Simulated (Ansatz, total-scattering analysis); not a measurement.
## A molecular-dynamics model of aqueous CsF and its diffraction

Aim: the structure of aqueous CsF at 330 K, and the X-ray and neutron patterns it would give.

Method: ab initio molecular dynamics with Ansatz (revPBE-D3(BJ), plane waves, PAW default files, Langevin thermostat, no spin, fixed volume, H with the mass of D). Composition: 28 H2O, 3 Cs+ and 3 F-; O 31.1, H 62.2, Cs 3.3, F 3.3 atom %; 90 atoms. The average runs over 0.69 ps of 90 atoms, so shells between rare elements are rough. Mean temperature 338 K, largest m.s.d. 1.06 Å², energy drift -8 meV an atom (last third less first), Langevin friction 10 ps⁻¹; the first quarter of the run is discarded. Start: last frame of a classical run of this cell at the same density and temperature. So short a stretch relaxes bonds and nearest shells but still remembers its start.

## The run

The step of 1 fs has to resolve the fastest vibration, that of H (given the mass of D, which leaves classical structure unchanged and allows a longer step). The volume is fixed, since the run is too short for a cell to find its own; the mean pressure then hints how far the functional is from its own density, with errors up to a few GPa from cell size, k-points and loose SCF steps (the program warns of the last). One k-point, Γ, is the usual economy for a cell of this size. Smeared occupations keep the forces smooth should levels come near the Fermi energy. A dispersion term is added because semilocal functionals bind large anions and molecules too weakly, which shows as excess pressure at a given density. A Langevin thermostat samples the right structure once equilibrated, but its friction lowers diffusion.

The input, input.yaml:

```yaml
crystal:
  lattice:
    - [9.9882, 0.0, 0.0]
    - [0.0, 9.9882, 0.0]
    - [0.0, 0.0, 9.9882]
  atoms:
    - { symbol: O, position: [0.7117, 0.5038, 0.9443] }
    - { symbol: H, position: [0.7188, 0.4691, 0.038] }
    - { symbol: H, position: [0.7534, 0.4382, 0.8812] }
    - { symbol: O, position: [0.9487, 0.5172, 0.6198] }
[... 84 atom lines left out ...]
    - { symbol: F, position: [0.2569, 0.4646, 0.9877] }
    - { symbol: F, position: [0.1829, 0.8223, 0.2275] }
kpoints:
  mp_grid: { grid: [1, 1, 1] }
scf:
  occupations: { method: fermi_dirac, width: 0.0284 }
hamiltonian:
  xc: revpbe
  pseudopotentials: { kind: paw }
  dispersion: d3bj
output:
  forces: true
  stress: true
md:
  timestep: 1.0
  n_steps: 910
  ensemble: nvt_langevin
  temperature: 330.0
  initial_velocities: maxwell_boltzmann
  seed: 7
  masses: [{ species: H, mass: 2.014 }]
```

```console
$ ansatz run input.yaml --threads 4 --pin off --max-ram 10240MiB --backend cpu --events-out ev --progress --plain --runs-dir out
```

```text
Warning: md: disabling space-group detection — thermal motion breaks the input geometry's symmetry, so no spatial operation reduces the k-mesh or symmetrises the density; time reversal is kept, so that k and −k are [...]
Warning: output.stress: scf.convergence.dr2_threshold = 9e-8 eV (the default of an md: trajectory) is looser than the 9e-9 eV advised for a printed stress (1e-10 eV for each atom of the cell: 90). What an SCF threshold [...]
Warning: RAYON_NUM_THREADS=4 ignored (pool sized by the plan → 4); use --threads N
Engine: ansatz 0.2.0, aarch64-unknown-linux-gnu
Pseudopotential: O, paw, valence charge 6, recommended cutoff 420 eV (normal), O.paw.azcp
Pseudopotential: H, paw, valence charge 1, recommended cutoff 420 eV (normal), H.paw.azcp
Pseudopotential: Cs, paw, valence charge 9, recommended cutoff 420 eV (normal), Cs.paw.azcp
Pseudopotential: F, paw, valence charge 7, recommended cutoff 420 eV (normal), F.paw.azcp
Functional definition: revPBE
Crystal: 90 atoms, lattice volume = 996.464 Å³
Basis set: ecut = 420 eV, 19549 PW (Γ), exchange–correlation on 144×144×144 points (8 copies of the dense FFT grid, shifted against one another)
Bands: 226, of which v1, the nominal top of the filled ones, is band 136 counted from 1 (135 counted from 0)
k-points: 1
[... other set-up lines, SCF lines and steps between those shown are left out ...]
md step     0: t =     0.00 fs  T =   326.3 K  F+E_penalty+E_count = -36305.71534704 eV  E_kin = 3.796366 eV  P_inst = -0.7975 GPa  (9 SCF iters)
md step     1: t =     1.00 fs  T =   329.9 K  F+E_penalty+E_count = -36305.77791690 eV  E_kin = 3.837845 eV  P_inst = -0.7442 GPa  (8 SCF iters, 3 dispersion substeps)
md step    36: t =    36.00 fs  T =   376.9 K  F+E_penalty+E_count = -36306.46458026 eV  E_kin = 4.384907 eV  P_inst = 1.3781 GPa  (7 SCF iters, 3 dispersion substeps)
md step    72: t =    72.00 fs  T =   430.5 K  F+E_penalty+E_count = -36306.85914869 eV  E_kin = 5.008451 eV  P_inst = 0.8019 GPa  (7 SCF iters, 3 dispersion substeps)
md step   108: t =   108.00 fs  T =   334.9 K  F+E_penalty+E_count = -36306.06723443 eV  E_kin = 3.895935 eV  P_inst = 1.0530 GPa  (7 SCF iters, 3 dispersion substeps)
md step   144: t =   144.00 fs  T =   369.7 K  F+E_penalty+E_count = -36306.64405235 eV  E_kin = 4.300726 eV  P_inst = 1.0609 GPa  (7 SCF iters, 3 dispersion substeps)
md step   180: t =   180.00 fs  T =   385.6 K  F+E_penalty+E_count = -36306.64302762 eV  E_kin = 4.485273 eV  P_inst = 1.4805 GPa  (8 SCF iters, 3 dispersion substeps)
md step   216: t =   216.00 fs  T =   326.3 K  F+E_penalty+E_count = -36306.33428257 eV  E_kin = 3.796346 eV  P_inst = -0.0047 GPa  (7 SCF iters, 3 dispersion substeps)
md step   252: t =   252.00 fs  T =   338.7 K  F+E_penalty+E_count = -36306.14340511 eV  E_kin = 3.939857 eV  P_inst = 1.5776 GPa  (7 SCF iters, 3 dispersion substeps)
md step   288: t =   288.00 fs  T =   339.9 K  F+E_penalty+E_count = -36306.46460099 eV  E_kin = 3.954477 eV  P_inst = 0.7222 GPa  (7 SCF iters, 3 dispersion substeps)
md step   324: t =   324.00 fs  T =   370.9 K  F+E_penalty+E_count = -36307.04023157 eV  E_kin = 4.314597 eV  P_inst = 0.0409 GPa  (7 SCF iters, 3 dispersion substeps)
md step   360: t =   360.00 fs  T =   345.3 K  F+E_penalty+E_count = -36306.92193933 eV  E_kin = 4.017496 eV  P_inst = -0.1351 GPa  (8 SCF iters, 3 dispersion substeps)
md step   396: t =   396.00 fs  T =   312.7 K  F+E_penalty+E_count = -36306.77919949 eV  E_kin = 3.637411 eV  P_inst = 0.8879 GPa  (7 SCF iters, 3 dispersion substeps)
md step   432: t =   432.00 fs  T =   355.7 K  F+E_penalty+E_count = -36307.11554671 eV  E_kin = 4.138097 eV  P_inst = -0.0332 GPa  (6 SCF iters, 3 dispersion substeps)
md step   468: t =   468.00 fs  T =   382.2 K  F+E_penalty+E_count = -36307.11473524 eV  E_kin = 4.445896 eV  P_inst = 0.2800 GPa  (7 SCF iters, 3 dispersion substeps)
md step   504: t =   504.00 fs  T =   373.4 K  F+E_penalty+E_count = -36306.69572685 eV  E_kin = 4.343869 eV  P_inst = 0.0945 GPa  (7 SCF iters, 3 dispersion substeps)
md step   540: t =   540.00 fs  T =   380.3 K  F+E_penalty+E_count = -36307.11027973 eV  E_kin = 4.423942 eV  P_inst = 0.8194 GPa  (8 SCF iters, 3 dispersion substeps)
md step   576: t =   576.00 fs  T =   333.5 K  F+E_penalty+E_count = -36306.98816262 eV  E_kin = 3.880054 eV  P_inst = 0.9529 GPa  (7 SCF iters, 3 dispersion substeps)
md step   612: t =   612.00 fs  T =   342.9 K  F+E_penalty+E_count = -36307.17609140 eV  E_kin = 3.988587 eV  P_inst = 0.2485 GPa  (7 SCF iters, 3 dispersion substeps)
md step   648: t =   648.00 fs  T =   286.1 K  F+E_penalty+E_count = -36306.32715841 eV  E_kin = 3.328582 eV  P_inst = 0.7635 GPa  (7 SCF iters, 3 dispersion substeps)
md step   684: t =   684.00 fs  T =   319.5 K  F+E_penalty+E_count = -36306.99470967 eV  E_kin = 3.717353 eV  P_inst = 0.7784 GPa  (7 SCF iters, 3 dispersion substeps)
md step   720: t =   720.00 fs  T =   295.3 K  F+E_penalty+E_count = -36306.89503618 eV  E_kin = 3.435211 eV  P_inst = -0.2817 GPa  (8 SCF iters, 3 dispersion substeps)
md step   756: t =   756.00 fs  T =   366.1 K  F+E_penalty+E_count = -36307.16701001 eV  E_kin = 4.259342 eV  P_inst = 1.0280 GPa  (7 SCF iters, 3 dispersion substeps)
md step   792: t =   792.00 fs  T =   346.5 K  F+E_penalty+E_count = -36307.38241445 eV  E_kin = 4.030795 eV  P_inst = 0.4901 GPa  (7 SCF iters, 3 dispersion substeps)
md step   828: t =   828.00 fs  T =   328.9 K  F+E_penalty+E_count = -36307.81328851 eV  E_kin = 3.825812 eV  P_inst = 0.3789 GPa  (7 SCF iters, 3 dispersion substeps)
md step   864: t =   864.00 fs  T =   307.8 K  F+E_penalty+E_count = -36307.76343267 eV  E_kin = 3.580541 eV  P_inst = -0.2609 GPa  (7 SCF iters, 3 dispersion substeps)
md step   900: t =   900.00 fs  T =   329.1 K  F+E_penalty+E_count = -36308.44777227 eV  E_kin = 3.828167 eV  P_inst = 0.8090 GPa  (8 SCF iters, 3 dispersion substeps)
[... last step's energies and forces left out ...]
--- MD trajectory: 910 steps, t = 0.0 → 910.0 fs ---
  final state: T = 287.5 K   F+E_penalty+E_count = -36307.97856248 eV   E_kin = 3.344220 eV
```

Time and hardware: 49 min on 4 threads of Arm Neoverse V2 (shared host), peak memory 1.1 GiB.

## Analysis

S(Q) is the Faber–Ziman total, Σ ci cj fi fj (Sij − 1)/⟨f⟩² + 1. Below 4 Å⁻¹ the partials are summed on the cell's own reciprocal vectors (from 0.63 Å⁻¹) and folded with a Gaussian of σ = 0.14 Å⁻¹; above it they are transforms of g(r) out to 6.8 Å, tapered over the last 40 %. The fold lowers sharp peaks, and with so few vectors their positions are good to about 0.1 Å⁻¹. X-rays take neutral-atom form factors, neutrons coherent lengths (O 5.8037, H 6.6681, Cs 5.42, F 5.654 fm). Hydrogen is taken as deuterium. G(r) = 4πrρ₀[g(r) − 1] carries the resolution of a Lorch-windowed transform up to 20 Å⁻¹. The patterns are simulated, not measured. The potential energy falls by 8 meV an atom from the first to the last third of the average, so the sample is relaxing or ordering and this is no equilibrium average. The cell is small: beyond half the box only the part of each shell inside it is counted, and low-Q values rest on few vectors. It is averaged over 137 frames.

| T (K) | state | density (g/cm³) | first clear X-ray maximum (Å⁻¹) | its height (X-ray) | first clear neutron maximum (Å⁻¹) | its height (neutron) | F–O (Å) | O around F | Cs–O (Å) | held | D over the elements, rough (10⁻⁹ m²/s) |
| --- | --- | --- | --- | --- | --- | --- | --- | --- | --- | --- | --- |
| 330 | liquid | 1.600 | 2.32 | 2.51 | 2.26 | 1.73 | 2.70 | 5.80 | 3.15 | volume, 0.6 GPa mean | - |

X-ray S(Q):

```tsv
Q (Å⁻¹)	330 K
0.8	-1.97
1.1	-1.54
1.4	0.24
1.7	0.33
2.0	1.13
2.3	2.50
2.6	1.29
2.9	1.54
3.2	0.32
3.5	0.37
3.8	0.75
4.1	1.45
4.4	1.29
4.7	0.94
5.0	0.92
5.3	0.96
5.6	0.84
5.9	0.87
6.2	1.12
6.5	1.18
6.8	0.99
7.1	0.88
7.4	0.99
7.7	1.05
8.0	0.98
8.3	0.97
8.6	1.07
8.9	1.09
```

At 330 K the maxima of S(Q), Q in Å⁻¹ (height), are X-ray: 2.32 (2.51), 2.87 (1.56), 4.17 (1.48), 5.22 (0.97); neutron: 2.26 (1.73), 4.24 (0.91), 8.43 (1.16), 13.78 (1.08). Weak or low-Q maxima rest on few vectors and may or may not be a real pre-peak: X-ray 1.55 (0.45), neutron 0.86 (0.93). Its shells:

```
pair  first peak (Å)  g there  first minimum (Å)  g there                   neighbours               kind  X-ray weight (f = Z)  neutron weight
 O–H            0.98     31.6               1.26     0.01     2.0 H per O, 1.0 O per H   within molecules                  0.11            0.37
 H–H            1.55      3.7               1.82     0.17                          1.0   within molecules                  0.01            0.43
 H–F            1.73      5.1               2.56     0.16     0.3 F per H, 5.5 H per F  between molecules                  0.01            0.04
 O–F            2.70      4.6               3.54     0.23     0.6 F per O, 5.8 O per F  between molecules                  0.05            0.02
 O–O            2.75      2.1               4.16     0.92    no clear end of the shell  between molecules                  0.23            0.08
Cs–F            3.06      2.8               3.54     0.26   0.2 F per Cs, 0.2 Cs per F  between molecules                  0.04            0.00
O–Cs            3.15      3.6               4.16     0.32   0.9 Cs per O, 8.7 O per Cs  between molecules                  0.33            0.02
H–Cs            3.60      2.2               4.84     0.65  1.4 Cs per H, 26.0 H per Cs  between molecules                  0.08            0.04
```

The tapered transform alone would put 1.90 at the X-ray maximum of 2.32 Å⁻¹, where the reciprocal vectors give 2.51: a cut in r lowers sharp peaks, which is why the direct sum is used there.

**Reading.** Distances within molecules give the sharpest pair functions, and with hydrogen they rule the neutron S(Q) at high Q: O–H 0.98 Å and H–H 1.55 Å (first peaks only). Between molecules or ions, shells with a clear end include O–F at 2.70 Å (0.6 F per O, 5.8 O per F), Cs–F at 3.06 Å (0.2 F per Cs, 0.2 Cs per F) and O–Cs at 3.15 Å (0.9 Cs per O, 8.7 O per Cs). Cs holds 8.7 O and 0.2 F in its first shell, 8.9 in all; contact pairs exchange slowly and may come from the start. On the last frame 89 % of the H on O, N or F point at an acceptor of another molecule or at an anion within hydrogen-bond range (2.35 Å to O, N, F; 2.85 Å to Cl, Br, I).

[Logs are printed without paths, hosts, clocks, repeated set-up lines and the standing remarks that a program may print on its own settings, such as how far it seeks lower states.]
